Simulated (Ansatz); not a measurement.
# Ag wire along [110], 5 atoms a period: bands by functional and under strain, part 2 of 3

What gap, if any, does the Ag wire along [110], 5 atoms a period have, and how does it change with the functional and under strain?

Ansatz 0.2.0; DFT PBE, plane waves, PAW; relaxation of a wire's period (the session's first sound run).

So far. Step 2 (The relaxed wire): The cell's length comes to 2.798 Å with spin left out. 2 contacts a cell pass between under 1.1 and over 1.27 times the sum of covalent radii, so the wire has rearranged from the shape that names it.

### Step 3. The perfect wire

This step: DFT PBE, plane waves, PAW; channels and complex bands of a perfect wire (Ansatz 0.2.0).

At the relaxed period the Bloch states of the perfect wire are found at each energy: those that move forward count the open channels, and those that decay describe how a disturbance dies away inside the wire itself. An energy step of 0.035 eV is under the 0.039 eV that the program asks for its thermal average at 300 K.

The input, input.yaml:

```yaml
crystal:
  lattice:
    - [10.95, 0.0, 0.0]
    - [0.0, 11.202, 0.0]
    - [0.0, 0.0, 2.7979716471]
  atoms:
    - { symbol: Ag, position: [0.615873994, 0.730742212, 0.0] }
    - { symbol: Ag, position: [0.432919517, 0.422987001, 0.0] }
    - { symbol: Ag, position: [0.409037841, 0.641625334, 0.5] }
    - { symbol: Ag, position: [0.583322154, 0.260118237, 0.5] }
    - { symbol: Ag, position: [0.648344211, 0.50995951, 0.5] }
kpoints:
  mp_grid: { grid: [1, 1, 29] }
  band_path: { path: ["Γ", Z], npoints: 50 }
scf:
  occupations: { method: fermi_dirac, width: 0.05 }
hamiltonian:
  xc: pbe
output:
  transmission:
    e_range: [-2, 2]
    de: 0.035
    kmesh: [1, 1]
    reduced_basis: true
    leads: [[0, 0]]
  dos: { e_range: [-5, 4] }
  write_potential: true
  write_density: true
  volumetric_format: npy
  elf: true
```

Command:

```bash
ansatz run input.yaml --threads 8 --pin off --max-ram 16384MiB --backend cpu --events-out ev --progress --plain --runs-dir out
```

Numbers of over 12 decimals in the logs are rounded to 6 here.

What it wrote:

```text
[...]
Crystal: 5 atoms, lattice volume = 343.205 Å³
Basis set: ecut = 420 eV, 6757 PW (Γ)
Bands: 57, of which v1, the nominal top of the filled ones, is band 48 counted from 1 (47 counted from 0)
Symmetry: 2 space group operations
[...]
k-points: 15 of 29
[...]
SCF iter   1: F=—  HF=-37949.612130 eV  |F-HF|=—  |Δ(HF+E_count)|=         —  Δρ=1.59e-3  dr2=5.97e-2  ethr=1.77e-3  ⟨swp⟩=7.7  Hψ=3566  notcnv=0  defer=6
[...]
SCF iter   8: F=-37949.607649 eV  HF=-37949.607649 eV  |F-HF|=1.07e-8  |Δ(HF+E_count)|=   2.55e-8  Δρ=2.94e-6  dr2=2.85e-8  ethr=1.05e-10  ⟨swp⟩=11.8  Hψ=2905  notcnv=0
SCF 1 converged in 8 iterations: F = -37949.607649 eV  dr2 = 2.85e-8
[...]
NSCF: frozen V_eff on 51 k-points
transmission: 4 of 24 steps passed
transmission: 8 of 24 steps passed
[...]
transmission: 24 of 24 steps passed
WARN: The output density's exchange-correlation potential varies sharply where the density is thin. Do not read a vacuum level from v_tot or v_xc, or from such a field of the output density. On a cell that repeats whose density bears no net charge and no dipole along the vacuum's axis use v_es (v_loc + v_h of the components); under efield.dipole_correction with no amplitude use v_es + v_field, which holds any externa [...]
SCF converged after 8 iterations
Free energy (F): -37949.607649 eV
[...]
Internal energy: -37949.592423 eV  (E = F + TS)
E sigma→0 (E₀):  -37949.600036 eV
Entropy (-TS):   -0.015226 eV (-3.045 meV/atom)
Fermi energy:    1.079322 eV
[...]
--- Band table (eV; the first three rows and the last of 15) ---
  k-point 0: bands = [... 44 lower, -1.6773, -1.5793, -1.5698, -0.4099, 0.6101, 1.5303, 2.3674, 3.1166, ... 5 higher]
  k-point 1: bands = [... 44 lower, -1.7234, -1.6119, -1.5032, -0.3813, 0.6412, 1.5608, 2.4107, 3.1582, ... 5 higher]
  k-point 2: bands = [... 44 lower, -1.7849, -1.6697, -1.3960, -0.2988, 0.7314, 1.6502, 2.5371, 3.2810, ... 5 higher]
  k-point 14: bands = [... 44 lower, -1.4688, 1.7364, 2.5361, 2.9855, 3.4021, 4.5756, 5.2320, 5.8370, ... 5 higher]
--- Transmission ---
  basis      : 1081 plane waves across, 4 finite elements along
  points     : 1, standing for a mesh of 1 x 1
  filling    : by the input's occupations and mesh, since the crystals that have channels conduct as metals do. If one of these is a semiconductor, that mesh has misplaced its level
  energies   : 115 from -2.000000 to 1.990000 eV about the Fermi level, 0.035000 eV apart; the leads are filled to 0.000000 eV, and channels, transmission and decay are at -0.005000 eV
  crystal 0  : Ag5, at the sites [0, 0], period 2.7980 Å: whole cells are its period
    offset         : up to 0.0000 Å between an atom of the period and one for which it stands
    filled         : 11.4 meV under the level at which it is neutral
    channels       : 4.000000e0 a spin
    conductance    : 2.5266e14 S/m² at 300 K; may be off by some 0.0 % by where its bands' edges are placed, 0.0 % from the distance to neutral
```

Run time: 67 s. Hardware: 8 threads of Intel Xeon Platinum 8488C (Sapphire Rapids), shared host; peak memory 3 GiB.

This step gave:

* energy at zero smearing: -37949.6000 eV
* channels at the energy nearest the Fermi level, one spin: 4
* conductance of the lead as this run defines it: 4.000 G₀
* band gap: 0 eV

The open channels of the lead, one spin by energy, zero at the Fermi level:

```
energy (eV)  open channels of the lead, one spin
     -2.000                                    2
     -1.790                                    2
     -1.615                                    2
     -1.405                                    3
     -1.195                                    3
     -0.985                                    3
     -0.810                                    3
     -0.600                                    3
     -0.390                                    4
     -0.215                                    4
     -0.005                                    4
      0.205                                    4
      0.415                                    4
      0.590                                    5
      0.800                                    5
      1.010                                    4
      1.185                                    5
      1.395                                    6
      1.605                                    6
      1.815                                    6
```

The slowest values at each energy, most degenerate partners merged, listed up to 1.5 1/Å. The Im kz of the slowest decaying states by energy, zero at the Fermi level:

```
energy (eV)  decay 1 (Å⁻¹)  decay 2 (Å⁻¹)  decay 3 (Å⁻¹)  decay 4 (Å⁻¹)
     -2.000          0.271          0.349          0.349          0.393
     -1.790          0.231          0.352          0.405          0.405
     -1.615          0.157          0.352          0.411          0.435
     -1.405          0.343          0.415          0.440          0.487
     -1.195          0.322          0.414          0.439          0.508
     -0.985          0.286          0.411          0.433          0.507
     -0.810          0.241          0.404          0.425          0.504
     -0.600          0.155          0.388          0.412          0.499
     -0.390          0.362          0.399          0.490          0.535
     -0.215          0.332          0.386          0.481          0.526
     -0.005          0.283          0.368          0.468          0.513
      0.205          0.214          0.345          0.452          0.499
      0.415         0.0835          0.317          0.433          0.483
      0.590          0.289          0.415          0.468          0.626
      0.800          0.247          0.389          0.447          0.618
      1.010        0.00718          0.190          0.360          0.423
      1.185          0.118          0.332          0.400          0.595
      1.395          0.292          0.368          0.580          0.730
      1.605          0.243          0.331          0.561          0.719
      1.815          0.176          0.286          0.539          0.706
```

The electronic bands at the labelled points (eV, zero at the Fermi level):

```
  point  band 45  band 46  band 47  band 48  band 49  band 50  band 51  band 52
      Γ    -2.76    -2.66    -2.65    -1.49    -0.47     0.45     1.29     2.04
halfway    -3.01    -2.88    -1.46    -0.28     0.85     1.80     3.09     3.88
      Z    -2.54     0.97     1.14     2.11     2.21     3.54     4.09     4.82
```

Electrostatic potential energy in the ca plane at fractional y = 0.260, with atoms of Ag within 0.2 Å of it. With pseudopotentials it is smooth inside the atoms' cores, unlike the true potential.

Values in eV, 24 rows by 14 columns, each cell a mean:
```
  5   5   5   5   5   5   5   5   5   5   5   5   5   5
  5   5   5   5   5   5   5   5   5   5   5   5   5   5
  5   5   5   5   5   5   5   5   5   5   5   5   5   5
  5   5   5   5   5   5   5   5   5   5   5   5   5   5
  5   5   5   5   5   5   5   5   5   5   5   5   5   5
  5   5   5   5   5   5   5   5   5   5   5   5   5   5
  5   5   4   4   4   3   3   3   3   3   4   4   4   5
  4   4   3   1  -1  -4  -6  -7  -6  -4  -1   1   3   4
  2   1  -1  -9 -17 -24 -27 -28 -27 -24 -17  -9  -1   1
  1   0  -7 -19 -29 -31 -31 -31 -31 -31 -29 -19  -7   0
  1   0  -5 -16 -26 -31 -31 -31 -31 -31 -26 -16  -5   0
  3   3   1  -3  -9 -15 -19 -20 -19 -15  -9  -3   1   3
  4   4   4   3   2   1   0   0   0   1   2   3   4   4
  5   5   5   5   4   4   4   4   4   4   4   5   5   5
  5   5   5   5   5   5   5   5   5   5   5   5   5   5
  5   5   5   5   5   5   5   5   5   5   5   5   5   5
  5   5   5   5   5   5   5   5   5   5   5   5   5   5
  5   5   5   5   5   5   5   5   5   5   5   5   5   5
  5   5   5   5   5   5   5   5   5   5   5   5   5   5
  5   5   5   5   5   5   5   5   5   5   5   5   5   5
  5   5   5   5   5   5   5   5   5   5   5   5   5   5
  5   5   5   5   5   5   5   5   5   5   5   5   5   5
  5   5   5   5   5   5   5   5   5   5   5   5   5   5
  5   5   5   5   5   5   5   5   5   5   5   5   5   5
```
Columns run along c (2.8 Å; values clipped at the 3rd and 97th percentile), rows up along a (10.9 Å). Atoms in or near the plane, at fractional coordinates: Ag at (0.50, 0.58).

Valence density in the ca plane at fractional y = 0.260, with atoms of Ag within 0.2 Å of it. It is the smooth field of the valence electrons, not physical close to the nuclei.

Values in e/Å³, 24 rows by 14 columns, each cell a mean:
```
 0  0  0  0  0  0  0  0  0  0  0  0  0  0
 0  0  0  0  0  0  0  0  0  0  0  0  0  0
 0  0  0  0  0  0  0  0  0  0  0  0  0  0
 0  0  0  0  0  0  0  0  0  0  0  0  0  0
 0  0  0  0  0  0  0  0  0  0  0  0  0  0
 0  0  0  0  0  0  0  0  0  0  0  0  0  0
 0  0  0  0  0  0  0  0  0  0  0  0  0  0
 0  0  0  0  0  0  1  1  1  0  0  0  0  0
 0  0  0  1  2  4  6  7  6  4  2  1  0  0
 0  0  1  2  5 10 16 18 16 10  5  2  1  0
 0  0  0  1  4  8 12 14 12  8  4  1  0  0
 0  0  0  0  1  2  2  3  2  2  1  0  0  0
 0  0  0  0  0  0  0  0  0  0  0  0  0  0
 0  0  0  0  0  0  0  0  0  0  0  0  0  0
 0  0  0  0  0  0  0  0  0  0  0  0  0  0
 0  0  0  0  0  0  0  0  0  0  0  0  0  0
 0  0  0  0  0  0  0  0  0  0  0  0  0  0
 0  0  0  0  0  0  0  0  0  0  0  0  0  0
 0  0  0  0  0  0  0  0  0  0  0  0  0  0
 0  0  0  0  0  0  0  0  0  0  0  0  0  0
 0  0  0  0  0  0  0  0  0  0  0  0  0  0
 0  0  0  0  0  0  0  0  0  0  0  0  0  0
 0  0  0  0  0  0  0  0  0  0  0  0  0  0
 0  0  0  0  0  0  0  0  0  0  0  0  0  0
```
Columns run along c (2.8 Å), rows up along a (10.9 Å). Atoms in or near the plane, at fractional coordinates: Ag at (0.50, 0.58).

ELF in the ca plane at fractional y = 0.260, with atoms of Ag within 0.2 Å of it. It is the smooth field of the valence electrons, not physical close to the nuclei.

Ten even steps from '0' (0.00) to '9' (0.81), each cell a mean:
```
00000000000000
00000000000000
00000000000000
00000000000000
00000000000000
00001111111000
11111111111111
11222333332221
22234666664322
22346899986432
22246788876422
22223455543222
22222222222222
11111111111111
11111111111111
00000000000000
00000000000000
00000000000000
00000000000000
00000000000000
00000000000000
00000000000000
00000000000000
00000000000000
```
Columns run along c (2.8 Å), rows up along a (10.9 Å). Atoms in or near the plane, at fractional coordinates: Ag at (0.50, 0.58).

By hand: the program gives 2.5266 × 10^14 S/m² over the cell's cross-section of 122.66 Å² = 1.227 × 10^-18 m², so one cell conducts 3.099 × 10^-4 S. Divided by G0 = 2e²/h = 7.748 × 10^-5 S this is 4.00 G0, a resistance of 3.23 kΩ.

At the computed energy nearest the Fermi level there are 4 channels a spin, and the thermal average gives 4.00 G₀.

### Step 4. Levels at the same atoms, level LDA, cutoff 420 eV

This step: DFT LDA, plane waves, PAW; bands of a perfect wire at the PBE geometry (Ansatz 0.2.0).

The atoms stay at the PBE geometry and the functional changes. At fixed atoms LDA and the gradient-corrected functionals usually give like bands; this run checks that. Against the first PBE run of this kind, the mesh along the wire has 22 points against 29.

input.yaml, the sections that differ from step 3:

```yaml
kpoints:
  mp_grid: { grid: [1, 1, 22] }
  band_path: { path: ["Γ", Z], npoints: 50 }
hamiltonian:
  xc: lda
# crystal, scf: as in step 3
# output: removed
```

What it wrote:

```text
[...]
Crystal: 5 atoms, lattice volume = 343.205 Å³
Basis set: ecut = 420 eV, 6757 PW (Γ)
Bands: 57, of which v1, the nominal top of the filled ones, is band 48 counted from 1 (47 counted from 0)
Symmetry: 2 space group operations
[...]
k-points: 12 of 22
[...]
SCF iter   1: F=—  HF=-37285.878055 eV  |F-HF|=—  |Δ(HF+E_count)|=         —  Δρ=6.38e-3  dr2=1.89e-1  ethr=1.77e-3  ⟨swp⟩=7.8  Hψ=2862  notcnv=0  defer=8
[...]
SCF iter   9: F=-37285.834859 eV  HF=-37285.834859 eV  |F-HF|=4.01e-8  |Δ(HF+E_count)|=   2.38e-8  Δρ=3.12e-6  dr2=5.30e-8  ethr=1.05e-10  ⟨swp⟩=14.2  Hψ=2135  notcnv=0
SCF 1 converged in 9 iterations: F = -37285.834859 eV  dr2 = 5.30e-8
[...]
SCF converged after 9 iterations
Free energy (F): -37285.834859 eV
[...]
Internal energy: -37285.815126 eV  (E = F + TS)
E sigma→0 (E₀):  -37285.824992 eV
Entropy (-TS):   -0.019733 eV (-3.947 meV/atom)
Fermi energy:    0.640490 eV
[...]
--- Band table (eV; the first three rows and the last of 12) ---
  k-point 0: bands = [... 44 lower, -2.0048, -1.9609, -1.9026, -0.8255, 0.1998, 1.1151, 2.0053, 2.7260, ... 5 higher]
  k-point 1: bands = [... 44 lower, -2.0787, -1.9554, -1.8491, -0.7759, 0.2537, 1.1680, 2.0823, 2.7986, ... 5 higher]
  k-point 2: bands = [... 44 lower, -2.1441, -2.0417, -1.7012, -0.6369, 0.4066, 1.3205, 2.3022, 3.0098, ... 5 higher]
  k-point 11: bands = [... 44 lower, -1.7962, 1.6152, 1.7822, 2.7547, 2.8621, 4.1792, 4.7265, 5.4653, ... 5 higher]
```

Wall time 6.1 s (8 threads); peak memory 1.3 GiB.

This step gave:

```
energy at zero smearing : -37285.8250 eV
```

The electronic bands at the labelled points (eV, zero at the Fermi level):

```
  point  band 45  band 46  band 47  band 48  band 49  band 50  band 51  band 52
      Γ    -2.65    -2.60    -2.54    -1.47    -0.44     0.47     1.36     2.09
halfway    -2.91    -2.77    -1.44    -0.27     0.87     1.82     3.20     3.93
      Z    -2.44     0.97     1.14     2.11     2.22     3.54     4.09     4.82
```

Bands cross the Fermi level, as under PBE at the relaxed period.

### Step 5. Levels at the same atoms, level PBEsol, cutoff 420 eV

This step: DFT PBEsol, plane waves, PAW; bands of a perfect wire at the PBE geometry (Ansatz 0.2.0).

The atoms stay at the PBE geometry and the functional changes. At fixed atoms LDA and the gradient-corrected functionals usually give like bands; this run checks that. Against the first PBE run of this kind, the mesh along the wire has 22 points against 29.

Edit input.yaml of step 4 so:

```diff
@@ -17,2 +17,2 @@
 hamiltonian:
-  xc: lda
+  xc: pbesol
```

What it wrote:

```text
[...]
Crystal: 5 atoms, lattice volume = 343.205 Å³
Basis set: ecut = 420 eV, 6757 PW (Γ)
Bands: 57, of which v1, the nominal top of the filled ones, is band 48 counted from 1 (47 counted from 0)
Symmetry: 2 space group operations
[...]
k-points: 12 of 22
[...]
--- Band table (eV; the first three rows and the last of 12) ---
  k-point 0: bands = [... 44 lower, -1.7539, -1.6853, -1.6505, -0.5332, 0.4946, 1.4185, 2.2731, 3.0037, ... 5 higher]
  k-point 1: bands = [... 44 lower, -1.8257, -1.7023, -1.5786, -0.4836, 0.5487, 1.4715, 2.3496, 3.0762, ... 5 higher]
  k-point 2: bands = [... 44 lower, -1.8928, -1.7894, -1.4261, -0.3444, 0.7020, 1.6246, 2.5681, 3.2868, ... 5 higher]
  k-point 11: bands = [... 44 lower, -1.5432, 1.8875, 2.0658, 3.0299, 3.1311, 4.4711, 5.0520, 5.7942, ... 5 higher]
[key lines of the parts left out:]
SCF converged after 9 iterations
Free energy (F): -37607.051401 eV
Fermi energy:    0.931304 eV
```

The job ended after 6.1 s (8 threads; peak memory 1.3 GiB).

The electronic bands at the labelled points (eV, zero at the Fermi level):

```
  point  band 45  band 46  band 47  band 48  band 49  band 50  band 51  band 52
      Γ    -2.69    -2.62    -2.58    -1.46    -0.44     0.49     1.34     2.07
halfway    -2.95    -2.81    -1.44    -0.26     0.88     1.83     3.17     3.91
      Z    -2.47     0.96     1.13     2.10     2.20     3.54     4.12     4.86
```

Bands cross the Fermi level, as under PBE at the relaxed period.

### Step 6. Levels at the same atoms, level r2SCAN, cutoff 500 eV

This step: DFT r2SCAN, plane waves, PAW; bands of a perfect wire at the PBE geometry (Ansatz 0.2.0).

The atoms stay at the PBE geometry and the functional changes. r2SCAN also reads the kinetic-energy density; it often gives larger moments and wider gaps than PBE, at a higher cost. Against the first PBE run of this kind, the cutoff is 500 eV against 420 and the mesh along the wire has 22 points against 29.

Edit input.yaml of step 5 so:

```diff
@@ -17,2 +17,2 @@
 hamiltonian:
-  xc: pbesol
+  xc: r2scan
```

What it wrote:

```text
[...]
Crystal: 5 atoms, lattice volume = 343.205 Å³
Basis set: ecut = 500 eV, 8677 PW (Γ), exchange–correlation on 320×360×96 points (64 copies of the dense FFT grid, shifted against one another)
Bands: 57, of which v1, the nominal top of the filled ones, is band 48 counted from 1 (47 counted from 0)
Symmetry: 2 space group operations
[...]
k-points: 12 of 22
[...]
--- Band table (eV; the first three rows and the last of 12) ---
  k-point 0: bands = [... 44 lower, -2.0083, -1.8948, -1.7090, -0.4838, 0.6066, 1.5947, 2.4436, 3.2449, ... 5 higher]
  k-point 1: bands = [... 44 lower, -2.0614, -1.9406, -1.6286, -0.4333, 0.6611, 1.6485, 2.5192, 3.3175, ... 5 higher]
  k-point 2: bands = [... 44 lower, -2.1406, -2.0314, -1.4589, -0.2898, 0.8171, 1.8046, 2.7363, 3.5293, ... 5 higher]
  k-point 11: bands = [... 44 lower, -1.7783, 2.1209, 2.2767, 3.3202, 3.4305, 4.7828, 5.3379, 6.1106, ... 5 higher]
[key lines of the parts left out:]
SCF converged after 9 iterations
Free energy (F): -38015.874059 eV
Fermi energy:    1.080372 eV
```

It took 11 s on 8 threads; peak memory 2.1 GiB.

Bands cross the Fermi level, as under PBE at the relaxed period.

(Part 2 of 3 ends here.)

[Logs are printed without paths, hosts, clocks, repeated set-up lines and the standing remarks that a program may print on its own settings, such as how far it seeks lower states.]

[Hosts, paths, dates, database ids (printed as entryN), source tags and the programs' standing remarks are cut or masked in the printed files.]
